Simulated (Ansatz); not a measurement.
# GaAs wire along [110], 8 atoms a period, H-terminated: bands by functional and under strain, part 3 of 4

What gap, if any, does the GaAs wire along [110], 8 atoms a period, H-terminated have, and how does it change with the functional and under strain?

Ansatz 0.2.0; DFT PBE, plane waves, PAW; relaxation of a wire's period (the session's first sound run).

So far, band gap (eV): step 3 (the perfect wire, PBE) 1.36; step 4 (LDA PBE, k-mesh 1×1×15) 1.27; step 5 (PBEsol PBE, k-mesh 1×1×15) 1.33; step 6 (r2SCAN PBE, cutoff 500 eV, k-mesh 1×1×15) 1.64; step 8 (PBE spin-orbit, k-mesh 1×1×13) 1.35.

### Step 9. At a strained period, period over the relaxed period 1.06

This step: DFT PBE, plane waves, PAW; relaxation at a fixed period (Ansatz 0.2.0).

The period is set to 1.06 times the relaxed one and the atoms relax within it: strain changes bond lengths and angles, which shifts the bands against each other. Against the first PBE run of this kind, the mesh along the wire has 14 points against 20.

The cell differs from the one that the last finished run ended in (c 4.144 → 4.393 Å).

input.yaml

```yaml
crystal:
  lattice:
    - [15.795, 0.0, 0.0]
    - [0.0, 13.446, 0.0]
    - [0.0, 0.0, 4.393133555]
  atoms:
    - { symbol: H, position: [0.405019767, 0.245033809, 0.0] }
    - { symbol: Ga, position: [0.449009037, 0.349269119, 0.0] }
    - { symbol: H, position: [0.22492104, 0.603003565, 0.5] }
    - { symbol: H, position: [0.22492104, 0.396996435, 0.5] }
    - { symbol: Ga, position: [0.271209671, 0.5, 0.5] }
    - { symbol: As, position: [0.541071477, 0.645912801, 0.5] }
    - { symbol: As, position: [0.541071477, 0.354087199, 0.5] }
    - { symbol: H, position: [0.603408082, 0.732729074, 0.5] }
    - { symbol: H, position: [0.603408082, 0.267270926, 0.5] }
    - { symbol: Ga, position: [0.631350472, 0.5, 0.5] }
    - { symbol: As, position: [0.364117334, 0.5, 0.0] }
    - { symbol: H, position: [0.405019767, 0.754966191, 0.0] }
    - { symbol: Ga, position: [0.449009037, 0.650730881, 0.0] }
    - { symbol: As, position: [0.721377865, 0.5, 0.0] }
    - { symbol: H, position: [0.784636397, 0.585138347, 0.0] }
    - { symbol: H, position: [0.784636397, 0.414861653, 0.0] }
kpoints:
  mp_grid: { grid: [1, 1, 14] }
  band_path: { path: ["Γ", Z], npoints: 50 }
scf:
  occupations: { method: fermi_dirac, width: 0.05 }
hamiltonian:
  xc: pbe
relax:
  max_steps: 40
  f_tol: 0.02
output:
  stress: true
```

The run is started by

```bash
$ ansatz run input.yaml --threads 4 --pin off --max-ram 16384MiB --backend cpu --events-out ev --progress --plain --runs-dir out
```

Numbers of over 12 decimals in the logs are rounded to 6 here.

The program printed:

```text
Warning: output.stress: scf.convergence.dr2_threshold = 1e-7 eV (the SCF's general default) is looser than the 1.6e-9 eV advised for a printed stress (1e-10 eV for each atom of the cell: 16). What an SCF threshold leaves in a stress goes as its square root, and in the free energy as the threshold itself, and one threshold admits the most on a small cell: [figures from the program's tests cut] Every solve of this run  [...]
[...]
Crystal: 16 atoms, lattice volume = 933.012 Å³
Basis set: ecut = 420 eV, 18323 PW (Γ), exchange–correlation on 216×180×60 points (8 copies of the dense FFT grid, shifted against one another)
Bands: 76, of which v1, the nominal top of the filled ones, is band 60 counted from 1 (59 counted from 0)
Symmetry: 4 space group operations
[...]
k-points: 8 of 14
[...]
SCF iter   1: F=—  HF=-34683.178102 eV  |F-HF|=—  |Δ(HF+E_count)|=         —  Δρ=2.07e-3  dr2=3.13e-1  ethr=1.77e-3  ⟨swp⟩=6.8  Hψ=2510  notcnv=0  defer=9
[...]
SCF iter   6: F=-34683.089528 eV  HF=-34683.089525 eV  |F-HF|=2.86e-6  |Δ(HF+E_count)|=   1.15e-5  Δρ=1.99e-5  dr2=3.36e-6  ethr=8.33e-9  ⟨swp⟩=5.0  Hψ=2222  notcnv=0
SCF 1 converged in 6 iterations: F = -34683.089528 eV  dr2 = 3.36e-6
[...]
relax step   1: F+E_penalty+E_count = -34683.08952755 eV  Δ(F+E_penalty+E_count) = +0.000e0 eV  max|allowed force component| = 4.209e-1 eV/Å  Δτ_max = 0.0000 Å  (6 SCF iters, dr2 threshold 1.00e-5 eV, accepted)
[...]
SCF iter   6: F=-34683.131132 eV  HF=-34683.131136 eV  |F-HF|=3.64e-6  |Δ(HF+E_count)|=   4.67e-6  Δρ=2.26e-5  dr2=8.33e-6  ethr=9.23e-9  ⟨swp⟩=3.0  Hψ=2360  notcnv=0
SCF 2 converged in 6 iterations: F = -34683.131132 eV  dr2 = 8.33e-6
relax step   2: F+E_penalty+E_count = -34683.13113225 eV  Δ(F+E_penalty+E_count) = -4.160e-2 eV  max|allowed force component| = 1.927e-1 eV/Å  Δτ_max = 0.1876 Å  (6 SCF iters, dr2 threshold 1.11e-5 eV, accepted)
SCF iter   1: F=—  HF=-34683.156145 eV  |F-HF|=—  |Δ(HF+E_count)|=         —  Δρ=2.73e-3  dr2=4.17e-2  ethr=3.32e-4  ⟨swp⟩=4.6  Hψ=1226  notcnv=0  defer=76
[...]
SCF iter   6: F=-34683.148912 eV  HF=-34683.148913 eV  |F-HF|=1.66e-7  |Δ(HF+E_count)|=   4.59e-7  Δρ=8.80e-6  dr2=1.07e-6  ethr=1.93e-9  ⟨swp⟩=4.2  Hψ=1941  notcnv=0
SCF 3 converged in 6 iterations: F = -34683.148912 eV  dr2 = 1.07e-6
relax step   3: F+E_penalty+E_count = -34683.14891242 eV  Δ(F+E_penalty+E_count) = -1.778e-2 eV  max|allowed force component| = 1.971e-2 eV/Å  Δτ_max = 0.0682 Å  (6 SCF iters, dr2 threshold 2.32e-6 eV, accepted)
[...]
SCF iter   3: F=-34683.148913 eV  HF=-34683.148913 eV  |F-HF|=4.14e-8  |Δ(HF+E_count)|=   8.77e-8  Δρ=2.51e-6  dr2=6.39e-8  ethr=8.33e-11  ⟨swp⟩=4.0  Hψ=1919  notcnv=0
SCF 4 converged in 3 iterations: F = -34683.148913 eV  dr2 = 6.39e-8
relax step   4: F+E_penalty+E_count = -34683.14891289 eV  Δ(F+E_penalty+E_count) = -4.689e-7 eV  max|allowed force component| = 1.996e-2 eV/Å  Δτ_max = 0.0000 Å  (3 SCF iters, accepted)
[...]
the band table was solved once a step of the walk had ended and its energy, with any forces and stress, was formed, with the checks that follow a solve (3398 applications of the Hamiltonian). They found nothing against the state; the energy, forces and stress were not computed again (output.eigenvalues in the input reference)
[...]
SCF converged after 3 iterations
Free energy (F): -34683.148913 eV
[...]
Internal energy: -34683.148912 eV  (E = F + TS)
E sigma→0 (E₀):  -34683.148913 eV
Entropy (-TS):   -0.000001 eV (-0.000 meV/atom)
Fermi energy:    -1.954986 eV
[...]
--- Forces (eV/Å), atoms counted from 1 ---
  atom   1  H      0.00027546    -0.00391041    -0.00000000
  atom   2  Ga    -0.00184180    -0.01545846     0.00000000
  atom   3  H      0.00337664    -0.00447688    -0.00000000
  atom   4  H      0.00337664     0.00447688    -0.00000000
  atom   5  Ga    -0.01997323    -0.00000000     0.00000000
  atom   6  As     0.01157162     0.00668912    -0.00000000
  atom   7  As     0.01157162    -0.00668912    -0.00000000
  atom   8  H     -0.00001246     0.00518775     0.00000000
  atom   9  H     -0.00001246    -0.00518775     0.00000000
  atom  10  Ga    -0.01184065     0.00000000     0.00000000
  atom  11  As    -0.00265652    -0.00000000     0.00000000
  atom  12  H      0.00027546     0.00391041    -0.00000000
  atom  13  Ga    -0.00184180     0.01545846     0.00000000
  atom  14  As    -0.00113445     0.00000000     0.00000000
  atom  15  H      0.00436070     0.00199212    -0.00000000
  atom  16  H      0.00436070    -0.00199212    -0.00000000
  max |Σ_I F_I| component: 1.45e-4 eV/Å
--- Stress (GPa, compression-positive) ---
       -0.011680      -0.000000       0.000000
       -0.000000       0.032143      -0.000000
        0.000000      -0.000000      -0.924881
  P = ⅓ Tr σ = -0.3015 GPa (-3.015 kbar)
--- Band table (eV; the first three rows and the last of 8) ---
  k-point 0: bands = [... 56 lower, -3.5793, -3.4603, -3.1599, -2.6742, -1.3081, -0.5578, -0.3948, 0.0857, ... 12 higher]
  k-point 1: bands = [... 56 lower, -3.5819, -3.4191, -3.2397, -2.6764, -1.0994, -0.3326, -0.2048, 0.3046, ... 12 higher]
  k-point 2: bands = [... 56 lower, -3.6199, -3.4244, -3.4040, -2.6972, -0.5725, 0.1938, 0.2854, 0.7437, ... 12 higher]
  k-point 7: bands = [... 56 lower, -4.0834, -3.8492, -3.5202, -3.5099, 0.3681, 0.6141, 0.7636, 0.9702, ... 12 higher]
--- Relaxed structure (4 steps of the walk, 4 accepted, 0 SCFs on fresh bases) ---
  F+E_penalty+E_count = -34683.14891289 eV   max|allowed force component| = 1.996e-2 eV/Å
  atoms:
    - { symbol: H, position: [0.408805, 0.244714, -7.55480495358368e-19] }
    - { symbol: Ga, position: [0.451268, 0.349938, -4.508839602628817e-19] }
    - { symbol: H, position: [0.232463, 0.603662, 0.500000] }
    - { symbol: H, position: [0.232463, 0.396338, 0.500000] }
    - { symbol: Ga, position: [0.277589, 0.500000, 0.500000] }
    - { symbol: As, position: [0.537901, 0.645901, 0.500000] }
    - { symbol: As, position: [0.537901, 0.354099, 0.500000] }
    - { symbol: H, position: [0.601461, 0.731579, 0.500000] }
    - { symbol: H, position: [0.601461, 0.268421, 0.500000] }
    - { symbol: Ga, position: [0.628820, 0.500000, 0.500000] }
    - { symbol: As, position: [0.365323, 0.500000, -2.4058831448488355e-19] }
    - { symbol: H, position: [0.408805, 0.755286, -7.554804953583647e-19] }
    - { symbol: Ga, position: [0.451268, 0.650062, -4.508839602628787e-19] }
    - { symbol: As, position: [0.713507, 0.500000, 1.5708759409042036e-18] }
    - { symbol: H, position: [0.777577, 0.584540, 1.4089623943321902e-18] }
    - { symbol: H, position: [0.777577, 0.415460, 1.4089623943321875e-18] }
```

Run time: 3.1 min. Hardware: 4 threads of Arm Neoverse N1, shared host; peak memory 2.9 GiB; 12 min of CPU time.

Step by step:

```csv
step,energy less that of the first step (eV),largest force component (eV/Å)
1,0.0000,0.4209
2,-0.0416,0.1927
3,-0.0594,0.0197
4,-0.0594,0.0200
```

The run keeps the 4 symmetry operations that it works with, so distortions that break them were not tested.

The atoms that moved most (Å):

```
atom      dx      dy     dz  length
As14  -0.124   0.000  0.000   0.124
  H4   0.119  -0.009  0.000   0.119
  H3   0.119   0.009  0.000   0.119
 H15  -0.112  -0.008  0.000   0.112
 H16  -0.112   0.008  0.000   0.112
 Ga5   0.101   0.000  0.000   0.101
  H1   0.060  -0.004  0.000   0.060
 H12   0.060   0.004  0.000   0.060
```

The relaxed structure:

```xyz
16
Lattice="15.7950 0.0000 0.0000 0.0000 13.4460 0.0000 0.0000 0.0000 4.3931" Properties=species:S:1:pos:R:3
H     6.4571    3.2904    0.0000
Ga    7.1278    4.7053    0.0000
H     3.6717    8.1168    2.1966
H     3.6717    5.3292    2.1966
Ga    4.3845    6.7230    2.1966
As    8.4961    8.6848    2.1966
As    8.4961    4.7612    2.1966
H     9.5001    9.8368    2.1966
H     9.5001    3.6092    2.1966
Ga    9.9322    6.7230    2.1966
As    5.7703    6.7230    0.0000
H     6.4571   10.1556    0.0000
Ga    7.1278    8.7407    0.0000
As   11.2698    6.7230    0.0000
H    12.2818    7.8597    0.0000
H    12.2818    5.5863    0.0000
```

Numbers from this step:

```
band gap : 1.366 eV
```

Electronic bands along the path, in eV, zero at the Fermi level:

```csv
point,band 57,band 58,band 59,band 60,band 61,band 62,band 63,band 64
Γ,-1.62,-1.51,-1.21,-0.72,0.65,1.40,1.56,2.04
halfway,-1.80,-1.61,-1.57,-0.91,2.19,2.59,2.61,2.94
Z,-2.13,-1.89,-1.57,-1.55,2.32,2.57,2.72,2.93
```

The gap is 1.37 eV, against 1.36 eV under PBE at the relaxed period.

### Step 10. At a strained period, period over the relaxed period 1.1

The period is set to 1.1 times the relaxed one and the atoms relax within it: strain changes bond lengths and angles, which shifts the bands against each other. Against the first PBE run of this kind, the mesh along the wire has 14 points against 20.

The cell differs from the one that the last finished run ended in (c 4.393 → 4.559 Å).

input.yaml: that of step 9 with these lines changed.

```diff
@@ -4,3 +4,3 @@
     - [0.0, 13.446, 0.0]
-    - [0.0, 0.0, 4.393133555]
+    - [0.0, 0.0, 4.5589121797]
   atoms:
```

The program printed:

```text
[...]
Crystal: 16 atoms, lattice volume = 968.220 Å³
Basis set: ecut = 420 eV, 18995 PW (Γ), exchange–correlation on 216×180×64 points (8 copies of the dense FFT grid, shifted against one another)
Bands: 76, of which v1, the nominal top of the filled ones, is band 60 counted from 1 (59 counted from 0)
Symmetry: 4 space group operations
[...]
- { symbol: H, position: [0.600213, 0.731431, 0.5] }
    - { symbol: H, position: [0.600213, 0.268569, 0.5] }
    - { symbol: Ga, position: [0.626613, 0.5, 0.5] }
    - { symbol: As, position: [0.366232, 0.5, 0.0] }
    - { symbol: H, position: [0.411821, 0.756220, 0.0] }
    - { symbol: Ga, position: [0.452699, 0.650046, 0.0] }
    - { symbol: As, position: [0.708003, 0.5, 0.0] }
    - { symbol: H, position: [0.772686, 0.584102, 0.0] }
    - { symbol: H, position: [0.772686, 0.415898, 0.0] }
[key lines of the parts left out:]
SCF converged after 6 iterations
Free energy (F): -34682.891943 eV
Fermi energy:    -2.146626 eV
P = ⅓ Tr σ = -0.4673 GPa (-4.673 kbar)
```

The job ended after 3.3 min (4 threads; peak memory 3 GiB; 13 min of CPU time).

Relaxation path:

| step | energy less that of the first step (eV) | largest force component (eV/Å) |
| --- | --- | --- |
| 1 | 0.0000 | 0.6271 |
| 2 | -0.1239 | 0.2364 |
| 3 | -0.1443 | 0.0539 |
| 4 | -0.1464 | 0.0245 |
| 5 | -0.1468 | 0.0083 |

The run keeps the 4 symmetry operations that it works with, so distortions that break them were not tested.

The atoms that moved most (Å):

| atom | dx | dy | dz | length |
| --- | --- | --- | --- | --- |
| As14 | -0.211 | 0.000 | 0.000 | 0.211 |
| H4 | 0.200 | -0.017 | 0.000 | 0.201 |
| H3 | 0.200 | 0.017 | 0.000 | 0.201 |
| H16 | -0.189 | 0.014 | 0.000 | 0.189 |
| H15 | -0.189 | -0.014 | 0.000 | 0.189 |
| Ga5 | 0.162 | 0.000 | 0.000 | 0.162 |
| H12 | 0.107 | 0.017 | 0.000 | 0.109 |
| H1 | 0.107 | -0.017 | 0.000 | 0.109 |

The relaxed structure:

```cif
data_structure
_symmetry_space_group_name_H-M 'P 1'
_symmetry_Int_Tables_number 1
_cell_length_a 15.7950
_cell_length_b 13.4460
_cell_length_c 4.5589
_cell_angle_alpha 90.000
_cell_angle_beta 90.000
_cell_angle_gamma 90.000
_cell_volume 968.22
loop_
_atom_site_label
_atom_site_type_symbol
_atom_site_fract_x
_atom_site_fract_y
_atom_site_fract_z
_atom_site_occupancy
H1 H 0.41182 0.24378 0.00000 1
Ga2 Ga 0.45270 0.34995 0.00000 1
H3 H 0.23759 0.60424 0.50000 1
H4 H 0.23759 0.39576 0.50000 1
Ga5 Ga 0.28148 0.50000 0.50000 1
As6 As 0.53592 0.64641 0.50000 1
As7 As 0.53592 0.35359 0.50000 1
H8 H 0.60021 0.73143 0.50000 1
H9 H 0.60021 0.26857 0.50000 1
Ga10 Ga 0.62661 0.50000 0.50000 1
As11 As 0.36623 0.50000 0.00000 1
H12 H 0.41182 0.75622 0.00000 1
Ga13 Ga 0.45270 0.65005 0.00000 1
As14 As 0.70800 0.50000 0.00000 1
H15 H 0.77269 0.58410 0.00000 1
H16 H 0.77269 0.41590 0.00000 1
```

Numbers from this step:

```yaml
band_gap: 1.266 eV
```

The gap is 1.27 eV, against 1.36 eV under PBE at the relaxed period.

### Step 11. A repeat with changed settings

This step: DFT LDA, plane waves, PAW; bands of a perfect wire at the PBE geometry; changed: basis.ecutrho_ratio = 2, scf.max_iter = 100 (Ansatz 0.2.0).

The input of the band run (LDA) is made doubtful on purpose.

input.yaml: that of step 10 with these lines changed.

```diff
@@ -4,3 +4,3 @@
     - [0.0, 13.446, 0.0]
-    - [0.0, 0.0, 4.5589121797]
+    - [0.0, 0.0, 4.1444656179]
   atoms:
@@ -23,3 +23,3 @@
 kpoints:
-  mp_grid: { grid: [1, 1, 14] }
+  mp_grid: { grid: [1, 1, 15] }
   band_path: { path: ["Γ", Z], npoints: 50 }
@@ -27,8 +27,6 @@
   occupations: { method: fermi_dirac, width: 0.05 }
+  max_iter: 100
 hamiltonian:
-  xc: pbe
-relax:
-  max_steps: 40
-  f_tol: 0.02
-output:
-  stress: true
+  xc: lda
+basis:
+  ecutrho_ratio: 2
```

The program printed:

```text
Warning: basis.ecutrho_ratio = 2 (ecutrho = 840 eV) is below the records' recommended 1680 eV
settings of this run that can trade accuracy for cost: basis.ecutrho_ratio < 4. Do not mix this run's numbers with those of runs without the same settings; the input reference describes each key
[...]
Crystal: 16 atoms, lattice volume = 880.200 Å³
Basis set: ecut = 420 eV, 17177 PW (Γ)
Bands: 76, of which v1, the nominal top of the filled ones, is band 60 counted from 1 (59 counted from 0)
Symmetry: 4 space group operations
[...]
k-points: 8 of 15
[...]
SCF iter   1: F=—  HF=-34046.118689 eV  |F-HF|=—  |Δ(HF+E_count)|=         —  Δρ=4.59e-3  dr2=6.38e-1  ethr=1.77e-3  ⟨swp⟩=6.9  Hψ=2509  notcnv=0  defer=6
[...]
SCF iter   9: F=-34045.938233 eV  HF=-34045.938233 eV  |F-HF|=4.25e-8  |Δ(HF+E_count)|=   8.14e-7  Δρ=1.09e-6  dr2=9.42e-9  ethr=8.33e-11  ⟨swp⟩=4.0  Hψ=1608  notcnv=0
SCF 1 converged in 9 iterations: F = -34045.938233 eV  dr2 = 9.42e-9
[...]
SCF converged after 9 iterations
Free energy (F): -34045.938233 eV
[...]
Internal energy: -34045.938232 eV  (E = F + TS)
E sigma→0 (E₀):  -34045.938232 eV
Entropy (-TS):   -0.000001 eV (-0.000 meV/atom)
Fermi energy:    -1.660876 eV
[...]
--- Band table (eV; the first three rows and the last of 8) ---
  k-point 0: bands = [... 56 lower, -3.3270, -3.2700, -3.0851, -2.2992, -1.0279, -0.2519, -0.1407, 0.4080, ... 12 higher]
  k-point 1: bands = [... 56 lower, -3.4675, -3.2611, -3.0675, -2.4348, -0.7958, -0.0441, 0.0673, 0.5974, ... 12 higher]
  k-point 2: bands = [... 56 lower, -3.6261, -3.2835, -3.2101, -2.6330, -0.2756, 0.3302, 0.4834, 0.9062, ... 12 higher]
  k-point 7: bands = [... 56 lower, -3.8569, -3.7043, -3.7019, -3.5332, 0.0463, 0.3248, 0.5245, 0.7493, ... 12 higher]
[...]
```

Elapsed: 2 min, on 4 threads; peak memory 2.6 GiB.

Residual by cycle:

cycle, log10 residual and a bar from the least value:
```
        1       -0.2 ##############################
        2       -0.9 ###########################
        3       -2.0 #######################
        4       -2.9 ####################
        5       -3.8 ################
        6       -5.0 ############
        7       -6.2 #######
        8       -6.8 #####
        9       -8.0
```

The run finished. A setting was moved off its sound value on purpose, so it serves as a test and not as the result.

The fault put into the input: a density cutoff under four times the waves' (basis.ecutrho_ratio = 2).

(Continued in part 4 of 4.)

[Logs are printed without paths, hosts, clocks, repeated set-up lines and the standing remarks that a program may print on its own settings, such as how far it seeks lower states.]

[Hosts, paths, dates, database ids (printed as entryN), source tags and the programs' standing remarks are cut or masked in the printed files.]
